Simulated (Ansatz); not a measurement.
# The perfect W wire along [100], 25 atoms a period

Wanted: the relaxed geometry and the bands of the W wire along [100], 25 atoms a period.

Program: Ansatz 0.2.0. Level of theory: DFT PBE, plane waves, PAW; relaxation of a wire's period; PAW set soft_1, in the first sound run; inputs show where later runs differ. Results are calculated unless marked as measured.

## 1. The starting structure

The cell holds 25 atoms: 25 W. Cell: a = 19.480 Å, b = 19.480 Å, c = 3.170 Å, α = 90.0°, β = 90.0°, γ = 90.0°. Vacuum lies along a and b. The structure's axis is c.

## 2. Relaxing the period

Band widths follow the bond lengths, so the wire is relaxed first. The atoms and the third cell vector are free; the box across stays fixed as vacuum. A Fermi-Dirac smearing is set since the result may be a metal. The pressure printed is a third of the stress's trace over the whole box, vacuum included; only the stress along the axis is relaxed.

input.yaml reads:

```yaml
crystal:
  lattice:
    - [19.48, 0.0, 0.0]
    - [0.0, 19.48, 0.0]
    - [0.0, 0.0, 3.17]
  atoms:
    - { symbol: W, position: [0.174537988, 0.5, 0.0] }
    - { symbol: W, position: [0.337268994, 0.337268994, 0.0] }
    - { symbol: W, position: [0.337268994, 0.5, 0.0] }
    - { symbol: W, position: [0.337268994, 0.662731006, 0.0] }
    - { symbol: W, position: [0.5, 0.174537988, 0.0] }
    - { symbol: W, position: [0.5, 0.337268994, 0.0] }
    - { symbol: W, position: [0.5, 0.5, 0.0] }
    - { symbol: W, position: [0.5, 0.662731006, 0.0] }
    - { symbol: W, position: [0.5, 0.825462012, 0.0] }
    - { symbol: W, position: [0.662731006, 0.337268994, 0.0] }
    - { symbol: W, position: [0.662731006, 0.5, 0.0] }
    - { symbol: W, position: [0.662731006, 0.662731006, 0.0] }
    - { symbol: W, position: [0.825462012, 0.5, 0.0] }
    - { symbol: W, position: [0.255903491, 0.418634497, 0.5] }
    - { symbol: W, position: [0.255903491, 0.581365503, 0.5] }
    - { symbol: W, position: [0.418634497, 0.255903491, 0.5] }
    - { symbol: W, position: [0.418634497, 0.418634497, 0.5] }
    - { symbol: W, position: [0.418634497, 0.581365503, 0.5] }
    - { symbol: W, position: [0.418634497, 0.744096509, 0.5] }
    - { symbol: W, position: [0.581365503, 0.255903491, 0.5] }
    - { symbol: W, position: [0.581365503, 0.418634497, 0.5] }
    - { symbol: W, position: [0.581365503, 0.581365503, 0.5] }
    - { symbol: W, position: [0.581365503, 0.744096509, 0.5] }
    - { symbol: W, position: [0.744096509, 0.418634497, 0.5] }
    - { symbol: W, position: [0.744096509, 0.581365503, 0.5] }
kpoints:
  mp_grid: { grid: [1, 1, 26] }
scf:
  occupations: { method: fermi_dirac, width: 0.05 }
hamiltonian:
  xc: pbe
  pseudopotentials: { kind: paw, azcp: { folder: soft_1 } }
relax:
  cell: { fix: [a, b, alpha, beta, gamma] }
  max_steps: 45
  f_tol: 0.03
```

The run is started by

```bash
> ansatz run input.yaml --threads 16 --pin off --max-ram 61440MiB --backend cuda --events-out ev --progress --plain --runs-dir out --max-vram 78GiB
```

Numbers of over 12 decimals in the logs are rounded to 6 here.

Log:

```text
Engine: ansatz 0.2.0, aarch64-unknown-linux-gnu
Pseudopotentials: kind: paw
Pseudopotential: W, paw, valence charge 14, recommended cutoff 420 eV (normal), soft_1/W.paw.azcp
Functional definition: PBE
  parameter kappa = 0.804
  parameter beta = 0.066725
  exchange = pbe_x(kappa = kappa, mu = beta*pi^2/3)
  correlation = pbe_c(beta = beta)
[...]
Crystal: 25 atoms, lattice volume = 1202.921 Å³
Basis set: ecut = 420 eV, 23511 PW (Γ), exchange–correlation on 270×270×48 points (8 copies of the dense FFT grid, shifted against one another)
Bands: 210, of which v1, the nominal top of the filled ones, is band 175 counted from 1 (174 counted from 0)
Symmetry: 16 space group operations
Space group: P4/mmm (ITA 123), of the structure as read, at distance tolerance 1.1e-4 Å
k-points: 14 of 26
Non-local potential: W, projectors of the file, l = 0: 3, l = 1: 2, l = 2: 2, l = 3: 1
PAW form: soft (Blöchl's): semilocal exchange-correlation on the pseudo side does not see the compensation charge
PAW one-centre angular grid: W, 590 points (default); XC on 64 Gauss nodes
Initial density: superposition of atomic densities (neutral atoms: chi_scale 0, normalization atom)
Initial wavefunctions: pseudopotential atomic-orbital guess
[...]
Functional: x = pbe(κ = 0.804, μ = 0.219515), c = pbe(β = 0.066725)
SCF iter   1: F=—  HF=-259634.809199 eV  |F-HF|=—  |Δ(HF+E_count)|=         —  Δρ=4.41e-2  dr2=1.69e2  ethr=3.10e-3  ⟨swp⟩=10.9  Hψ=14160  notcnv=0  defer=4
preconditioner: auto → LDOS  [metal: Δε(μ)=0.006 eV  Ē_g=4.699 eV  σ=0.050 eV  W_gap=0.03  n_scr=202 (ndim 8)  ℏωp=13.1 eV  f_vac=0.545  D(μ)=21.91/eV (n_scr^D=96)  β→1.0]
SCF iter   2: F=—  HF=-259630.501081 eV  |F-HF|=—  |Δ(HF+E_count)|=    4.31e0  Δρ=4.39e-2  dr2=1.90e2  ethr=3.10e-3  ⟨swp⟩=6.9  Hψ=8840  notcnv=0  defer=134
[...]
SCF iter  12: F=-259618.674097 eV  HF=-259618.674097 eV  |F-HF|=3.21e-8  |Δ(HF+E_count)|=   1.71e-7  Δρ=1.03e-6  dr2=1.00e-8  ethr=2.86e-11  ⟨swp⟩=5.0  Hψ=9310  notcnv=0
SCF 1 converged in 12 iterations: F = -259618.674097 eV  dr2 = 1.00e-8
  greatest PAW one-centre occupation: 0.999 electrons in one spin orbital (limit 2), on the W atom at site 10 (counted from 0), in its partial waves of l = 0
relax step   1: F+E_penalty+E_count = -259618.67409686 eV  Δ(F+E_penalty+E_count) = +0.000e0 eV  max|allowed force component| = 2.739e0 eV/Å  Δτ_max = 0.0000 Å  P = -4.566 GPa  Ω = 1202.921 Å³  fix = [a, b, alpha, beta, gamma]  reactions: a -3.956, b -3.956 GPa  (12 SCF iters, dr2 threshold 1.00e-7 eV, accepted)
[...]
Crystal: 25 atoms, lattice volume = 1168.254 Å³
Basis set: ecut = 420 eV, 22743 PW (Γ), exchange–correlation on 270×270×48 points (8 copies of the dense FFT grid, shifted against one another)
[...]
iter 1 solved again at ethr=1.35e-3 eV; its pass at ethr=3.10e-3 eV (dr2=4.73e0 eV) is discarded
SCF iter   1: F=—  HF=-259620.861468 eV  |F-HF|=—  |Δ(HF+E_count)|=         —  Δρ=1.20e-2  dr2=4.77e0  ethr=1.35e-3  ⟨swp⟩=3.7  Hψ=18365  notcnv=0  defer=1
preconditioner: auto → LDOS  [metal: Δε(μ)=0.016 eV  Ē_g=4.509 eV  σ=0.050 eV  W_gap=0.08  n_scr=186 (ndim 8)  ℏωp=13.3 eV  f_vac=0.565  D(μ)=17.50/eV (n_scr^D=88)  β→1.0]
SCF iter   2: F=—  HF=-259620.933493 eV  |F-HF|=—  |Δ(HF+E_count)|=   7.20e-2  Δρ=8.97e-3  dr2=4.76e0  ethr=1.35e-3  ⟨swp⟩=5.1  Hψ=5809  notcnv=0  defer=45
[...]
SCF iter   8: F=-259620.251788 eV  HF=-259620.251788 eV  |F-HF|=1.65e-7  |Δ(HF+E_count)|=   2.87e-6  Δρ=6.72e-6  dr2=9.71e-7  ethr=7.14e-10  ⟨swp⟩=5.4  Hψ=10185  notcnv=0
SCF 2 converged in 8 iterations: F = -259620.251788 eV  dr2 = 9.71e-7
  greatest PAW one-centre occupation: 0.999 electrons in one spin orbital (limit 2), on the W atom at site 7 (counted from 0), in its partial waves of l = 0
relax step   2: F+E_penalty+E_count = -259620.25178755 eV  Δ(F+E_penalty+E_count) = -1.578e0 eV  max|allowed force component| = 1.319e0 eV/Å  Δτ_max = 0.1949 Å  P = +1.198 GPa  Ω = 1168.254 Å³  energy of the carried Pulay correction = +6.053e-3 eV  fix = [a, b, alpha, beta, gamma]  reactions: a +0.752, b +0.752 GPa  (8 SCF iters, dr2 threshold 2.50e-6 eV, accepted)
[...]
Crystal: 25 atoms, lattice volume = 1181.856 Å³
[...]
SCF 3 converged in 7 iterations: F = -259620.528323 eV  dr2 = 2.42e-6
[...]
SCF 4 converged in 6 iterations: F = -259620.553810 eV  dr2 = 1.48e-6
[...]
SCF 5 converged in 6 iterations: F = -259620.555488 eV  dr2 = 1.51e-7
[...]
SCF 6 converged in 6 iterations: F = -259620.555505 eV  dr2 = 3.20e-9
[...]
SCF 7 converged in 6 iterations: F = -259620.551555 eV  dr2 = 3.96e-11
[...]
SCF converged after 6 iterations
[...]
k-point 13: bands = ["-69.3610", "-69.3608", "-69.3608", "-69.3607", "-69.3047", "-69.3004", "-69.3004", "-69.2962", "-69.2499", "-69.2498", "-69.2498", "-69.2497", "-69.2445", "-69.2435", "-69.2434", "-69.2434", "-69.2433", "-69.1669", "-69.1668", "-69.1668", "-69.1667", "-69.1472", "-69.1472", "-69.1472", "-69.1472", "-34.3382", "-34.2662", "-34.2662", "-34.2349", "-34.2349", "-34.1927", "-34.1793", "-34.1642", " [...]
--- Relaxed structure (6 steps of the walk, 6 accepted, 1 SCFs on fresh bases) ---
  F+E_penalty+E_count = -259620.55155490 eV   max|allowed force component| = 3.003e-3 eV/Å   (the final SCF, on the basis selected at the relaxed cell)
  cell:  # Å, volume = 1180.4185 Å³
    - [19.48, 0.0, 0.0]
    - [0.0, 19.48, 0.0]
    - [0.0, 0.0, 3.110700]
  atoms:
    - { symbol: W, position: [0.184893, 0.5, 0.0] }
    - { symbol: W, position: [0.338639, 0.338639, 0.0] }
    - { symbol: W, position: [0.336473, 0.5, 0.0] }
    - { symbol: W, position: [0.338639, 0.661361, 0.0] }
    - { symbol: W, position: [0.5, 0.184893, 0.0] }
    - { symbol: W, position: [0.5, 0.336473, 0.0] }
    - { symbol: W, position: [0.5, 0.5, 0.0] }
    - { symbol: W, position: [0.5, 0.663527, 0.0] }
    - { symbol: W, position: [0.5, 0.815107, 0.0] }
    - { symbol: W, position: [0.661361, 0.338639, 0.0] }
    - { symbol: W, position: [0.663527, 0.5, 0.0] }
    - { symbol: W, position: [0.661361, 0.661361, 0.0] }
    - { symbol: W, position: [0.815107, 0.5, 0.0] }
    - { symbol: W, position: [0.256677, 0.420384, 0.5] }
    - { symbol: W, position: [0.256677, 0.579616, 0.5] }
    - { symbol: W, position: [0.420384, 0.256677, 0.5] }
    - { symbol: W, position: [0.418247, 0.418247, 0.5] }
    - { symbol: W, position: [0.418247, 0.581753, 0.5] }
    - { symbol: W, position: [0.420384, 0.743323, 0.5] }
    - { symbol: W, position: [0.579616, 0.256677, 0.5] }
    - { symbol: W, position: [0.581753, 0.418247, 0.5] }
    - { symbol: W, position: [0.581753, 0.581753, 0.5] }
    - { symbol: W, position: [0.579616, 0.743323, 0.5] }
    - { symbol: W, position: [0.743323, 0.420384, 0.5] }
    - { symbol: W, position: [0.743323, 0.579616, 0.5] }
```

The job ended after 9.8 s (1 × NVIDIA GB200 with 16 threads of Arm Neoverse V2, shared host; peak memory 1.5 GiB; 67 s of CPU time).

Relaxation path:

```tsv
step	energy less that of the first step (eV)	largest force component (eV/Å)	pressure (GPa)	volume (Å³)
1	0.0000	2.7388	-4.57	1202.92
2	-1.5777	1.3187	1.20	1168.25
3	-1.8542	0.3344	0.03	1181.86
4	-1.8797	0.0628	-0.10	1179.74
5	-1.8814	0.0088	0.01	1179.95
6	-1.8814	0.0030	0.00	1180.42
7	-1.8775	0.0030	0.00	1180.42
```

The log counts 1 steps on a newly chosen plane-wave basis, not all of them marked here; energy and pressure can jump at such steps.

The run keeps the 16 symmetry operations that it works with, so distortions that break them were not tested.

```tsv
cell as run	before	after	change
c (Å)	3.170	3.111	-1.9 %
```

The atoms that moved most (Å, along periodic axes as changes of fractional coordinates times the final cell, across vacuum about the mean position):

```tsv
atom	dx	dy	dz	length
W1	0.202	0.000	0.000	0.202
W5	0.000	0.202	0.000	0.202
W13	-0.202	0.000	0.000	0.202
W9	0.000	-0.202	0.000	0.202
W12	-0.027	-0.027	0.000	0.038
W10	-0.027	0.027	0.000	0.038
W4	0.027	-0.027	0.000	0.038
W2	0.027	0.027	0.000	0.038
```

Numbers from this step:

```
energy at zero smearing    : -259620.4773 eV
cell length along the wire : 3.111 Å
```

The cell's length comes to 3.111 Å with spin left out.

## 3. The perfect wire

This step: DFT PBE, plane waves, PAW; bands of a perfect wire; PAW set soft_1 (Ansatz 0.2.0).

At the relaxed period the bands are computed along the axis; those that cross an energy going forward count the channels that a perfect wire would open there.

input.yaml reads:

```yaml
crystal:
  lattice:
    - [19.48, 0.0, 0.0]
    - [0.0, 19.48, 0.0]
    - [0.0, 0.0, 3.110699852]
  atoms:
    - { symbol: W, position: [0.184893274, 0.5, 0.0] }
    - { symbol: W, position: [0.3386392, 0.3386392, 0.0] }
    - { symbol: W, position: [0.336473104, 0.5, 0.0] }
    - { symbol: W, position: [0.3386392, 0.6613608, 0.0] }
    - { symbol: W, position: [0.5, 0.184893274, 0.0] }
    - { symbol: W, position: [0.5, 0.336473104, 0.0] }
    - { symbol: W, position: [0.5, 0.5, 0.0] }
    - { symbol: W, position: [0.5, 0.663526896, 0.0] }
    - { symbol: W, position: [0.5, 0.815106726, 0.0] }
    - { symbol: W, position: [0.6613608, 0.3386392, 0.0] }
    - { symbol: W, position: [0.663526896, 0.5, 0.0] }
    - { symbol: W, position: [0.6613608, 0.6613608, 0.0] }
    - { symbol: W, position: [0.815106726, 0.5, 0.0] }
    - { symbol: W, position: [0.256677103, 0.420384359, 0.5] }
    - { symbol: W, position: [0.256677103, 0.579615641, 0.5] }
    - { symbol: W, position: [0.420384359, 0.256677103, 0.5] }
    - { symbol: W, position: [0.418247313, 0.418247313, 0.5] }
    - { symbol: W, position: [0.418247313, 0.581752687, 0.5] }
    - { symbol: W, position: [0.420384359, 0.743322897, 0.5] }
    - { symbol: W, position: [0.579615641, 0.256677103, 0.5] }
    - { symbol: W, position: [0.581752687, 0.418247313, 0.5] }
    - { symbol: W, position: [0.581752687, 0.581752687, 0.5] }
    - { symbol: W, position: [0.579615641, 0.743322897, 0.5] }
    - { symbol: W, position: [0.743322897, 0.420384359, 0.5] }
    - { symbol: W, position: [0.743322897, 0.579615641, 0.5] }
kpoints:
  mp_grid: { grid: [1, 1, 26] }
  band_path: { path: ["Γ", Z], npoints: 90 }
scf:
  occupations: { method: fermi_dirac, width: 0.05 }
hamiltonian:
  xc: pbe
  pseudopotentials: { kind: paw, azcp: { folder: soft_1 } }
output:
  dos: { e_range: [-5, 4] }
  write_potential: true
  write_density: true
  volumetric_format: npy
```

Log:

```text
[...]
Crystal: 25 atoms, lattice volume = 1180.419 Å³
Basis set: ecut = 420 eV, 23023 PW (Γ)
Bands: 210, of which v1, the nominal top of the filled ones, is band 175 counted from 1 (174 counted from 0)
[... 1 set-up line as in the run before ...]
[...]
k-points: 14 of 26
[...]
SCF iter   1: F=—  HF=-259636.826928 eV  |F-HF|=—  |Δ(HF+E_count)|=         —  Δρ=4.31e-2  dr2=1.33e2  ethr=3.10e-3  ⟨swp⟩=11.4  Hψ=15209  notcnv=0  defer=7
[...]
SCF iter   6: F=—  HF=-259620.555690 eV  |F-HF|=—  |Δ(HF+E_count)|=   4.97e-4  Δρ=3.73e-4  dr2=7.89e-3  ethr=1.92e-5  ⟨swp⟩=2.1  Hψ=3823  notcnv=0  defer=133
[...]
SCF iter   9: F=—  HF=-259620.551619 eV  |F-HF|=—  |Δ(HF+E_count)|=   2.93e-3  Δρ=1.47e-5  dr2=3.84e-6  ethr=1.51e-8  ⟨swp⟩=2.9  Hψ=4409  notcnv=0  defer=133
[...]
SCF iter  11: F=-259620.551622 eV  HF=-259620.551622 eV  |F-HF|=3.37e-8  |Δ(HF+E_count)|=   3.45e-7  Δρ=1.80e-6  dr2=8.12e-8  ethr=2.86e-11  ⟨swp⟩=15.5  Hψ=12388  notcnv=0
SCF 1 converged in 11 iterations: F = -259620.551622 eV  dr2 = 8.12e-8
[...]
NSCF: frozen V_eff on 91 k-points
[...]
SCF converged after 11 iterations
[...]
```

The job ended after 9.9 s (1 × NVIDIA GB200 with 16 threads; peak memory 2.3 GiB; 1.8 min of CPU time).

Numbers from this step:

```yaml
energy_at_zero_smearing: -259620.4774 eV
band_gap: 0 eV
```

Electronic bands along the path, in eV, zero at the Fermi level; # counts the bands kept:

```tsv
point	#42	#43	#44	#45	#46	#47	#48	#49
Γ	-0.47	-0.41	-0.21	-0.21	-0.02	0.04	0.08	0.08
halfway	-0.78	-0.45	-0.17	0.05	0.05	0.09	0.27	0.31
Z	-0.02	0.17	0.30	0.30	0.40	0.40	0.45	0.46
```

Between Γ and Z the bands cross the Fermi level 16 times, so a perfect wire would conduct at least 16 G₀, with spin left out.

## 4. Results

```json
{
  "cell length, PBE": "3.111 Å",
  "ballistic conductance by band crossings, a lower bound, PBE": "16 G₀"
}
```

What this shows: Under PBE the cell's length is 3.11 Å, and the bands cross the Fermi level 16 times between Γ and Z, which gives a perfect wire at least 16 G₀ (opposite crossings within one step of the path cancel in such a count). No spin was allowed, though thin wires with open d shells can turn magnetic. Spin-orbit coupling is left out, which matters for the bands of heavy atoms.

[Logs are printed without paths, hosts, clocks, repeated set-up lines and the standing remarks that a program may print on its own settings, such as how far it seeks lower states.]

[Hosts, paths, dates, database ids (printed as entryN), source tags and the programs' standing remarks are cut or masked in the printed files.]
